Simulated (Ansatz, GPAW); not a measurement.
# Ballistic transport through a carbon nanotube (5, 5); one C replaced by Al, cheap and dear, part 2 of 2

Aim: T(E), conductance and thermopower of a carbon nanotube (5, 5); one C replaced by Al, and what cheaper settings cost in accuracy.

GPAW 26.7.0 and Ansatz 0.2.0; GPAW LCAO, PAW setups; Landauer transmission from Green's functions with principal layers (ASE), zero bias.

So far, transmission at the Fermi level (one spin): step 3 (GPAW, szp) 1.77.

## (4) Minimal basis, basis sz(dzp)

The minimal basis is the cheapest rung: no second zeta and no polarisation.

run.py reads:

```python
import json
import numpy as np
from ase import Atoms
from ase.transport.calculators import TransportCalculator
from gpaw import GPAW, FermiDirac
from gpaw.lcao.tools import get_lcao_hamiltonian
from scipy.linalg import eigh

# The junction with lead layers at both ends, along the third cell vector
device = Atoms(
    ['C', 'C', 'C', 'C', 'C', 'C', 'C', 'C', 'C', 'C', 'C', 'C', 'C', 'C', 'C', 'C', 'C', 'C', 'C', 'C', 'C', 'C', 'C', 'C', 'C', 'C', 'C', 'C', 'C', 'C', 'C', 'C', 'C', 'C', 'C', 'C', 'C', 'C', 'C', 'C', 'C', 'C', 'C', 'C', 'C', 'C', 'C', 'C', 'C', 'C', 'C', 'C', 'C', 'C', 'C', 'C', 'C', 'C', 'C', 'C', 'C', 'C', 'C', 'C', 'C', 'C', 'C', 'C', 'C', 'C', 'C', 'C', 'C', 'C', 'C', 'C', 'C', 'C', 'C', 'C', 'C', 'C', 'C', 'C', 'C', 'C', 'C', 'C', 'C', 'C', 'C', 'C', 'C', 'C', 'C', 'C', 'C', 'C', 'C', 'C', 'C', 'C', 'C', 'C', 'C', 'C', 'C', 'C', 'C', 'C', 'C', 'C', 'C', 'C', 'C', 'C', 'C', 'C', 'C', 'C', 'C', 'C', 'C', 'C', 'C', 'C', 'C', 'Al', 'C', 'C', 'C', 'C', 'C', 'C', 'C', 'C', 'C', 'C', 'C', 'C', 'C', 'C', 'C', 'C', 'C', 'C', 'C', 'C', 'C', 'C', 'C', 'C', 'C', 'C', 'C', 'C', 'C', 'C', 'C', 'C', 'C', 'C', 'C', 'C', 'C', 'C', 'C', 'C', 'C', 'C', 'C', 'C', 'C', 'C', 'C', 'C', 'C', 'C', 'C', 'C', 'C', 'C', 'C', 'C', 'C', 'C', 'C', 'C', 'C', 'C', 'C', 'C', 'C', 'C', 'C', 'C', 'C', 'C', 'C', 'C', 'C', 'C', 'C', 'C', 'C', 'C', 'C', 'C', 'C', 'C', 'C', 'C', 'C', 'C', 'C', 'C', 'C', 'C', 'C', 'C', 'C', 'C', 'C', 'C', 'C', 'C', 'C', 'C', 'C', 'C', 'C', 'C', 'C', 'C', 'C', 'C', 'C', 'C', 'C', 'C'],
    positions=[
        [4.07408, 8.09482, 0.61488],
        [4.64743, 9.38259, 0.61488],
        [4.64743, 5.39741, 0.61488],
        [5.69500, 4.45417, 0.61488],
        [7.03565, 10.76143, 0.61488],
        [8.43757, 10.61408, 0.61488],
        [8.43757, 4.16592, 0.61488],
        [9.65835, 4.87074, 0.61488],
        [10.48692, 8.76884, 0.61488],
        [10.78000, 7.39000, 0.61488],
        [4.00000, 7.39000, 1.84463],
        [4.29308, 6.01116, 1.84463],
        [5.12165, 9.90926, 1.84463],
        [6.34243, 10.61408, 1.84463],
        [6.34243, 4.16592, 1.84463],
        [7.74435, 4.01857, 1.84463],
        [9.08500, 10.32583, 1.84463],
        [10.13257, 9.38259, 1.84463],
        [10.13257, 5.39741, 1.84463],
        [10.70592, 6.68518, 1.84463],
        [4.07408, 8.09482, 3.07439],
        [4.64743, 9.38259, 3.07439],
        [4.64743, 5.39741, 3.07439],
        [5.69500, 4.45417, 3.07439],
        [7.03565, 10.76143, 3.07439],
        [8.43757, 10.61408, 3.07439],
        [8.43757, 4.16592, 3.07439],
        [9.65835, 4.87074, 3.07439],
        [10.48692, 8.76884, 3.07439],
        [10.78000, 7.39000, 3.07439],
[... 204 atom lines left out ...]
        [6.34243, 4.16592, 28.89927],
        [7.74435, 4.01857, 28.89927],
        [9.08500, 10.32583, 28.89927],
        [10.13257, 9.38259, 28.89927],
        [10.13257, 5.39741, 28.89927],
        [10.70592, 6.68518, 28.89927]],
    cell=[[14.78, 0.0, 0.0], [0.0, 14.78, 0.0], [0.0, 0.0, 29.51415]],
    pbc=True)

# One principal layer of the lead: the first 60 atoms of the device
lead = Atoms(
    ['C', 'C', 'C', 'C', 'C', 'C', 'C', 'C', 'C', 'C', 'C', 'C', 'C', 'C', 'C', 'C', 'C', 'C', 'C', 'C', 'C', 'C', 'C', 'C', 'C', 'C', 'C', 'C', 'C', 'C', 'C', 'C', 'C', 'C', 'C', 'C', 'C', 'C', 'C', 'C', 'C', 'C', 'C', 'C', 'C', 'C', 'C', 'C', 'C', 'C', 'C', 'C', 'C', 'C', 'C', 'C', 'C', 'C', 'C', 'C'],
    positions=[
        [4.07408, 8.09482, 0.61488],
        [4.64743, 9.38259, 0.61488],
        [4.64743, 5.39741, 0.61488],
        [5.69500, 4.45417, 0.61488],
        [7.03565, 10.76143, 0.61488],
        [8.43757, 10.61408, 0.61488],
        [8.43757, 4.16592, 0.61488],
        [9.65835, 4.87074, 0.61488],
        [10.48692, 8.76884, 0.61488],
        [10.78000, 7.39000, 0.61488],
        [4.00000, 7.39000, 1.84463],
        [4.29308, 6.01116, 1.84463],
        [5.12165, 9.90926, 1.84463],
        [6.34243, 10.61408, 1.84463],
        [6.34243, 4.16592, 1.84463],
        [7.74435, 4.01857, 1.84463],
        [9.08500, 10.32583, 1.84463],
        [10.13257, 9.38259, 1.84463],
        [10.13257, 5.39741, 1.84463],
        [10.70592, 6.68518, 1.84463],
        [4.07408, 8.09482, 3.07439],
        [4.64743, 9.38259, 3.07439],
        [4.64743, 5.39741, 3.07439],
        [5.69500, 4.45417, 3.07439],
        [7.03565, 10.76143, 3.07439],
        [8.43757, 10.61408, 3.07439],
        [8.43757, 4.16592, 3.07439],
        [9.65835, 4.87074, 3.07439],
        [10.48692, 8.76884, 3.07439],
        [10.78000, 7.39000, 3.07439],
        [4.00000, 7.39000, 4.30415],
        [4.29308, 6.01116, 4.30415],
        [5.12165, 9.90926, 4.30415],
        [6.34243, 10.61408, 4.30415],
        [6.34243, 4.16592, 4.30415],
        [7.74435, 4.01857, 4.30415],
        [9.08500, 10.32583, 4.30415],
        [10.13257, 9.38259, 4.30415],
        [10.13257, 5.39741, 4.30415],
        [10.70592, 6.68518, 4.30415],
        [4.07408, 8.09482, 5.53390],
        [4.64743, 9.38259, 5.53390],
        [4.64743, 5.39741, 5.53390],
        [5.69500, 4.45417, 5.53390],
        [7.03565, 10.76143, 5.53390],
        [8.43757, 10.61408, 5.53390],
        [8.43757, 4.16592, 5.53390],
        [9.65835, 4.87074, 5.53390],
        [10.48692, 8.76884, 5.53390],
        [10.78000, 7.39000, 5.53390],
        [4.00000, 7.39000, 6.76366],
        [4.29308, 6.01116, 6.76366],
        [5.12165, 9.90926, 6.76366],
        [6.34243, 10.61408, 6.76366],
        [6.34243, 4.16592, 6.76366],
        [7.74435, 4.01857, 6.76366],
        [9.08500, 10.32583, 6.76366],
        [10.13257, 9.38259, 6.76366],
        [10.13257, 5.39741, 6.76366],
        [10.70592, 6.68518, 6.76366]],
    cell=[[14.78, 0.0, 0.0], [0.0, 14.78, 0.0], [0.0, 0.0, 7.37854]],
    pbc=True)

settings = dict(mode='lcao', basis='sz(dzp)', xc='PBE', h=0.2,
                occupations=FermiDirac(0.1), maxiter=250,
                mixer=dict(beta=0.1, nmaxold=8, weight=100.0),
                convergence=dict(density=0.0001))
energies = np.arange(-3, 3 + 1e-9, 0.075)
eta = 0.0001
n1, n2 = 1, 1
# k and -k transmit alike, so half of the mesh across the current serves
mesh = [(i, j) for i in range(n1) for j in range(n2) if (i, j) <= (-i % n1, -j % n2)]
weights = np.array([1 if (i, j) == (-i % n1, -j % n2) else 2 for i, j in mesh]) / (n1 * n2)

# [... helper functions left out ...]
fermi_lead = ground_state(lead, (1, 1, 15), 'lead.txt')
fermi_device = ground_state(device, (1, 1, 3), 'device.txt')
# [... loop over the mesh left out, but for ...]
        # Shift the lead onto the potential of the device's first layer
        shift = ((H[:, 0, 0] - H0[:, 0, 0]) / S0[0, 0]).real.mean()
# [...]
kT = 8.617333e-5 * 200
bias = [0.1, 0.2, 0.5, 1.0, 1.5, 2.0]
# [... integrals and printing left out ...]
```

The run is started by

```console
$ OMP_NUM_THREADS=1 OPENBLAS_NUM_THREADS=1 python run.py
```

Output:

```text
basis functions: device 960, principal layer 240
Fermi level: lead -3.3167 eV, device -3.3539 eV; lead shifted by 0.0128 eV
largest coupling past the next layer 3.36e-15 eV, largest misfit of the first layer 0.039 eV
  E-E_F (eV)   T (one spin)  [channel counts left out]
    -3.000    6.8720e+00
    -2.925    7.2334e+00
    -2.850    7.6255e+00
    -2.775    7.8397e+00
    -2.700    7.9547e+00
    -2.625    8.0145e+00
    -2.550    8.0219e+00
    -2.475    7.9853e+00
    -2.400    7.8213e+00
    -2.325    7.2753e+00
    -2.250    3.2150e+00
    -2.175    3.7394e+00
    -2.100    3.8940e+00
    -2.025    4.3309e+00
    -1.950    4.7236e+00
    -1.875    4.1560e+00
[...]
2.475    7.9416e+00
     2.550    7.9843e+00
     2.625    8.0200e+00
     2.700    8.0495e+00
     2.775    8.0746e+00
     2.850    8.0960e+00
     2.925    8.1144e+00
     3.000    8.1305e+00
conductance at 200 K: 1.7473 G0 a cell; thermopower -1.672 uV/K
current from the zero-bias T(E) at 0.1 V: 13.539 uA
current from the zero-bias T(E) at 0.2 V: 27.067 uA
current from the zero-bias T(E) at 0.5 V: 67.162 uA
current from the zero-bias T(E) at 1.0 V: 130.41 uA
current from the zero-bias T(E) at 1.5 V: 188.45 uA
current from the zero-bias T(E) at 2.0 V: 248.48 uA
```

The job ended after 11 min (1 thread of Arm Neoverse V1, shared host; peak memory 2.6 GiB).

Numbers from this step:

```
conductance                                    : 1.747 G₀
thermopower                                    : -1.672 μV/K
largest coupling past the next principal layer : 3.36e-15 eV
largest misfit of the first principal layer    : 0.03890 eV
shift that aligns the lead                     : 0.01282 eV
basis functions of the junction                : 960
basis functions of a principal layer           : 240
transmission at the Fermi level (one spin)     : 1.747
```

One spin. Table of transmission, zone mean by energy, zero at the Fermi level:

energy (eV), transmission, zone mean and a bar from the least value:
```
    -3.00       6.87 #########################
    -2.77       7.84 #############################
    -2.55       8.02 ##############################
    -2.40       7.82 #############################
    -2.17       3.74 ############
    -1.95       4.72 ################
    -1.73       4.54 ###############
    -1.57       4.28 ##############
    -1.35       1.75 ###
    -1.12       1.54 ##
    -0.90       1.16 #
    -0.75       1.00 
    -0.53       1.16 #
    -0.30       1.49 ##
    -0.07       1.70 ###
     0.00       1.75 ###
     0.07       1.79 ###
     0.30       1.87 ####
     0.53       1.92 ####
     0.75       1.94 ####
     0.90       1.96 ####
     1.12       1.98 ####
     1.35       2.64 #######
     1.57       5.03 #################
     1.73       7.27 ##########################
     1.88       8.05 ##############################
     1.95       7.36 ###########################
     2.17       7.64 ############################
     2.40       7.89 #############################
     2.55       7.98 #############################
     2.77       8.07 ##############################
     3.00       8.13 ##############################
```

Not self-consistent under bias; the bias window is split evenly. The current through one cell, from the zero-bias transmission by bias:

| bias (V) | current through one cell, from the zero-bias transmission (μA) |
| --- | --- |
| 0.100 | 13.5 |
| 0.200 | 27.1 |
| 0.500 | 67.2 |
| 1.000 | 130 |
| 1.500 | 188 |
| 2.000 | 248 |

Transmission of the three most open eigenchannels against energy, zero at the Fermi level:

| energy (eV) | channel 1 | channel 2 | channel 3 |
| --- | --- | --- | --- |
| -3.00 | 0.999 | 0.999 | 0.998 |
| -2.85 | 0.999 | 0.998 | 0.997 |
| -2.70 | 0.999 | 0.998 | 0.996 |
| -2.55 | 0.999 | 0.997 | 0.996 |
| -2.33 | 0.999 | 0.998 | 0.996 |
| -2.17 | 0.999 | 0.997 | 0.971 |
| -2.02 | 0.999 | 0.991 | 0.959 |
| -1.88 | 0.999 | 0.988 | 0.987 |
| -1.73 | 0.999 | 0.972 | 0.963 |
| -1.57 | 0.999 | 0.894 | 0.852 |
| -1.35 | 0.938 | 0.816 | 1.6e-8 |
| -1.20 | 0.989 | 0.662 | 4.6e-11 |
| -1.05 | 0.995 | 0.419 | 3.2e-12 |
| -0.90 | 0.997 | 0.165 | 1.9e-12 |
| -0.75 | 0.998 | 0.00707 | 2.0e-11 |
| -0.60 | 0.998 | 0.0648 | 1.1e-12 |
| -0.38 | 0.998 | 0.386 | 0 |
| -0.23 | 0.998 | 0.574 | 0 |
| -0.07 | 0.999 | 0.706 | 0 |
| 0.00 | 0.999 | 0.748 | 0 |
| 0.07 | 0.999 | 0.795 | 0 |
| 0.23 | 0.999 | 0.852 | 0 |
| 0.38 | 0.999 | 0.891 | 0 |
| 0.60 | 0.999 | 0.929 | 0 |
| 0.75 | 0.999 | 0.946 | 0 |
| 0.90 | 0.999 | 0.960 | 1.0e-12 |
| 1.05 | 0.999 | 0.972 | 8.9e-12 |
| 1.20 | 0.999 | 0.983 | 3.0e-10 |
| 1.35 | 0.999 | 0.995 | 0.252 |
| 1.57 | 0.999 | 0.995 | 0.927 |
| 1.73 | 0.998 | 0.996 | 0.989 |
| 1.88 | 0.997 | 0.996 | 0.995 |
| 2.02 | 0.998 | 0.997 | 0.992 |
| 2.17 | 0.998 | 0.998 | 0.996 |
| 2.33 | 0.999 | 0.998 | 0.997 |
| 2.55 | 0.999 | 0.999 | 0.998 |
| 2.70 | 0.999 | 0.999 | 0.998 |
| 2.85 | 0.999 | 0.999 | 0.999 |
| 3.00 | 0.999 | 0.999 | 0.999 |

The transmission at the Fermi level comes to 1.75. The current reaches 248 μA at 2 V, close to what the ratio of current to bias at 0.1 V would give.

## (5) revPBE in the szp basis: xc = "revPBE"

Back in the szp basis, the functional changes from PBE to revPBE, to set the spread between functionals beside that between bases.

Edit run.py of step 4 so:

```diff
@@ -119,3 +119,3 @@
 
-settings = dict(mode='lcao', basis='sz(dzp)', xc='PBE', h=0.2,
+settings = dict(mode='lcao', basis='szp(dzp)', xc='revPBE', h=0.2,
                 occupations=FermiDirac(0.1), maxiter=250,
```

Output:

```text
basis functions: device 2160, principal layer 540
Fermi level: lead -2.4977 eV, device -2.5433 eV; lead shifted by 0.0185 eV
largest coupling past the next layer 3.47e-15 eV, largest misfit of the first layer 0.039 eV
  E-E_F (eV)   T (one spin)  [channel counts left out]
    -3.000    6.7709e+00
    -2.925    6.9357e+00
    -2.850    7.3539e+00
[...]
2.925    8.1927e+00
     3.000    8.2079e+00
conductance at 200 K: 1.7695 G0 a cell; thermopower -1.519 uV/K
current from the zero-bias T(E) at 0.1 V: 13.709 uA
current from the zero-bias T(E) at 0.2 V: 27.402 uA
current from the zero-bias T(E) at 0.5 V: 68.013 uA
current from the zero-bias T(E) at 1.0 V: 132.2 uA
current from the zero-bias T(E) at 1.5 V: 190.76 uA
current from the zero-bias T(E) at 2.0 V: 250.72 uA
```

The job ended after 83 min (1 thread; peak memory 5.5 GiB).

Numbers from this step:

```yaml
conductance: 1.769 G₀
thermopower: -1.519 μV/K
largest_coupling_past_the_next_principal_layer: 3.47e-15 eV
largest_misfit_of_the_first_principal_layer: 0.03871 eV
shift_that_aligns_the_lead: 0.01848 eV
basis_functions_of_the_junction: 2160
basis_functions_of_a_principal_layer: 540
transmission_at_the_fermi_level_one_spin: 1.770
```

One spin. Transmission, zone mean against energy, zero at the Fermi level:

| energy (eV) | transmission, zone mean |
| --- | --- |
| -3.00 | 6.77 |
| -2.85 | 7.35 |
| -2.70 | 7.90 |
| -2.55 | 8.03 |
| -2.33 | 7.65 |
| -2.17 | 4.80 |
| -2.02 | 4.03 |
| -1.88 | 4.17 |
| -1.73 | 4.49 |
| -1.65 | 4.59 |
| -1.57 | 4.44 |
| -1.35 | 1.75 |
| -1.20 | 1.68 |
| -1.05 | 1.41 |
| -0.90 | 1.15 |
| -0.75 | 1.00 |
| -0.60 | 1.09 |
| -0.38 | 1.42 |
| -0.23 | 1.61 |
| -0.07 | 1.73 |
| 0.00 | 1.77 |
| 0.07 | 1.81 |
| 0.23 | 1.86 |
| 0.38 | 1.90 |
| 0.60 | 1.94 |
| 0.75 | 1.95 |
| 0.90 | 1.97 |
| 1.05 | 1.98 |
| 1.20 | 2.47 |
| 1.35 | 6.62 |
| 1.57 | 8.23 |
| 1.65 | 8.47 |
| 1.73 | 7.70 |
| 1.88 | 7.75 |
| 2.02 | 7.87 |
| 2.17 | 7.98 |
| 2.33 | 8.05 |
| 2.55 | 8.12 |
| 2.70 | 8.15 |
| 2.85 | 8.18 |
| 3.00 | 8.21 |

The conductance equals that of the szp run to 0.2 %.

## (6) The ladder

Times are for 1 thread of Arm Neoverse V1, shared host. The runs compared:

| no. | run | conductance (G₀) | time | memory (GiB) |
| --- | --- | --- | --- | --- |
| 1 | szp | 1.772 | 83 min | 5.5 |
| 2 | sz | 1.747 | 11 min | 2.6 |
| 3 | szp revPBE | 1.769 | 83 min | 5.5 |

## (7) Comparison

The curves are compared point by point over the common energies.

This step: comparison of transmission and cost over codes and levels; PAW set soft_1 (GPAW 26.7.0).

Ladder, by row:

| step | code | T at the Fermi level (sum over the listed spins) | conductance (G0) | r.m.s. T(E) from the first | wall time (s) | peak memory (GiB) | threads |
| --- | --- | --- | --- | --- | --- | --- | --- |
| szp | GPAW | 1.772 | 1.772 | 0 | 4951 | 5.52 | 1 |
| sz | GPAW | 1.747 | 1.747 | 0.9979 | 673.2 | 2.63 | 1 |
| szp-revPBE | GPAW | 1.77 | 1.769 | 0.06718 | 4959 | 5.54 | 1 |

The transmission, zone mean, sum over the listed spins by energy, zero at the Fermi level:

| energy (eV) | szp | sz | szp-revPBE |
| --- | --- | --- | --- |
| -3.00 | 6.76 | 6.87 | 6.77 |
| -2.77 | 7.68 | 7.84 | 7.72 |
| -2.55 | 8.03 | 8.02 | 8.03 |
| -2.40 | 7.94 | 7.82 | 7.92 |
| -2.17 | 4.79 | 3.74 | 4.80 |
| -1.95 | 3.97 | 4.72 | 3.98 |
| -1.73 | 4.29 | 4.54 | 4.49 |
| -1.65 | 4.61 | 4.52 | 4.59 |
| -1.57 | 4.46 | 4.28 | 4.44 |
| -1.35 | 1.66 | 1.75 | 1.75 |
| -1.12 | 1.56 | 1.54 | 1.55 |
| -0.90 | 1.15 | 1.16 | 1.15 |
| -0.75 | 1.00 | 1.00 | 1.00 |
| -0.53 | 1.19 | 1.16 | 1.20 |
| -0.30 | 1.52 | 1.49 | 1.52 |
| -0.07 | 1.73 | 1.70 | 1.73 |
| 0.00 | 1.77 | 1.75 | 1.77 |
| 0.07 | 1.81 | 1.79 | 1.81 |
| 0.30 | 1.88 | 1.87 | 1.88 |
| 0.53 | 1.93 | 1.92 | 1.92 |
| 0.75 | 1.95 | 1.94 | 1.95 |
| 0.90 | 1.97 | 1.96 | 1.97 |
| 1.12 | 1.99 | 1.98 | 1.99 |
| 1.35 | 6.66 | 2.64 | 6.62 |
| 1.57 | 8.24 | 5.03 | 8.23 |
| 1.65 | 8.48 | 6.09 | 8.47 |
| 1.73 | 7.74 | 7.27 | 7.70 |
| 1.80 | 8.36 | 7.73 | 8.28 |
| 1.95 | 7.80 | 7.36 | 7.79 |
| 2.17 | 7.99 | 7.64 | 7.98 |
| 2.40 | 8.09 | 7.89 | 8.08 |
| 2.55 | 8.13 | 7.98 | 8.12 |
| 2.77 | 8.17 | 8.07 | 8.17 |
| 3.00 | 8.22 | 8.13 | 8.21 |

## (8) Other settings

One more run, with changed settings.

This step: GPAW LCAO, PAW setups; Landauer transmission from Green's functions with principal layers (ASE), zero bias (GPAW 26.7.0).

Edit run.py of step 5 so:

```diff
@@ -116,7 +116,7 @@
         [10.70592, 6.68518, 6.76366]],
-    cell=[[14.78, 0.0, 0.0], [0.0, 14.78, 0.0], [0.0, 0.0, 7.37854]],
+    cell=[[14.78, 0.0, 0.0], [0.0, 14.78, 0.0], [0.0, 0.0, 6.6407]],
     pbc=True)
 
-settings = dict(mode='lcao', basis='szp(dzp)', xc='revPBE', h=0.2,
-                occupations=FermiDirac(0.1), maxiter=250,
+settings = dict(mode='lcao', basis='szp(dzp)', xc='PBE', h=0.2,
+                occupations=FermiDirac(0.1), maxiter=75,
                 mixer=dict(beta=0.1, nmaxold=8, weight=100.0),
```

Output:

```text
basis functions: device 2160, principal layer 540
Fermi level: lead -1.6762 eV, device -2.6286 eV; lead shifted by 4.2510 eV
largest coupling past the next layer 1.96e-10 eV, largest misfit of the first layer 12.346 eV
  E-E_F (eV)   T (one spin)  [channel counts left out]
    -3.000    1.5970e-01
    -2.925    7.2586e-01
    -2.850    8.0923e-01
    -2.775    2.4782e-01
    -2.700    1.8713e-01
    -2.625    1.4487e-01
    -2.550    3.3660e-02
    -2.475    2.6689e-01
    -2.400    2.5573e-01
    -2.325    4.2223e-02
    -2.250    1.5130e-02
    -2.175    2.0598e-03
    -2.100    5.8423e-05
    -2.025    1.6581e-07
    -1.950    1.9443e-07
    -1.875    3.2644e-04
[...]
2.475    2.5505e-01
     2.550    1.5029e-01
     2.625    3.4753e-01
     2.700    9.4061e-02
     2.775    3.2191e-01
     2.850    2.9277e-07
     2.925    2.9776e-03
     3.000    3.4628e-02
conductance at 200 K: 0.24586 G0 a cell; thermopower -33.36 uV/K
current from the zero-bias T(E) at 0.1 V: 1.9605 uA
current from the zero-bias T(E) at 0.2 V: 4.0973 uA
current from the zero-bias T(E) at 0.5 V: 9.7596 uA
current from the zero-bias T(E) at 1.0 V: 13.348 uA
current from the zero-bias T(E) at 1.5 V: 15.42 uA
current from the zero-bias T(E) at 2.0 V: 17.667 uA
```

Elapsed: 82 min, on 1 thread; peak memory 5.5 GiB.

The run finished. A setting was moved off its sound value on purpose, so it serves as a test and not as the result.

The fault put into the input: a lead period that doesn't match its atoms (period = 6.6407).

The two runs compared:

| quantity | this run | sound run | difference |
| --- | --- | --- | --- |
| conductance (G₀) | 0.24586 | 1.7717 | -1.53 |
| largest coupling past the next principal layer (eV) | 1.963e-10 | 4.463e-15 | 2.0e-10 |
| largest misfit of the first principal layer (eV) | 12.346 | 0.038032 | 12.3 |
| shift that aligns the lead (eV) | 4.2510 | 0.018570 | 4.23 |
| transmission at the Fermi level (one spin) | 0.23253 | 1.7718 | -1.54 |

One result that differs is the largest misfit of the first principal layer, 12.3 eV against 0.0380 eV.

## (9) Outcome

| Property | Result |
| --- | --- |
| conductance | 1.77 G₀ |
| transmission at the Fermi level, mean of the spins | 1.77 |
| thermopower | -1.51 μV/K |

**Reading.** In the szp basis the junction conducts 1.77 G₀ at 200 K, with T = 1.77 a spin at the Fermi level; the sz basis reaches that conductance within 10 %. At the Fermi level two eigenchannels carry the current (1.00 and 0.77). Measured against the first run (szp), the nearest curve is that of szp-revPBE (r.m.s. 0.067) and the farthest that of sz (1.00). Over the compared runs wall time goes from 673 s (sz) to 4959 s (szp-revPBE), on a shared host. The geometry was built from estimated bond lengths and not relaxed, so the numbers describe this model structure. The run had no spin polarisation, so a magnetic state, which chains and small molecules with open shells often have, wasn't tested. The currents use the zero-bias T(E) throughout, which holds only while the bias is small against the distance to the nearest feature. The energy step is wider than the thermal energy, so the conductance and thermopower rest on interpolation of T(E).

[Logs are printed without paths, hosts, clocks, repeated set-up lines and the standing remarks that a program may print on its own settings, such as how far it seeks lower states.]

[Hosts, paths, dates, database ids (printed as entryN), source tags and the programs' standing remarks are cut or masked in the printed files.]
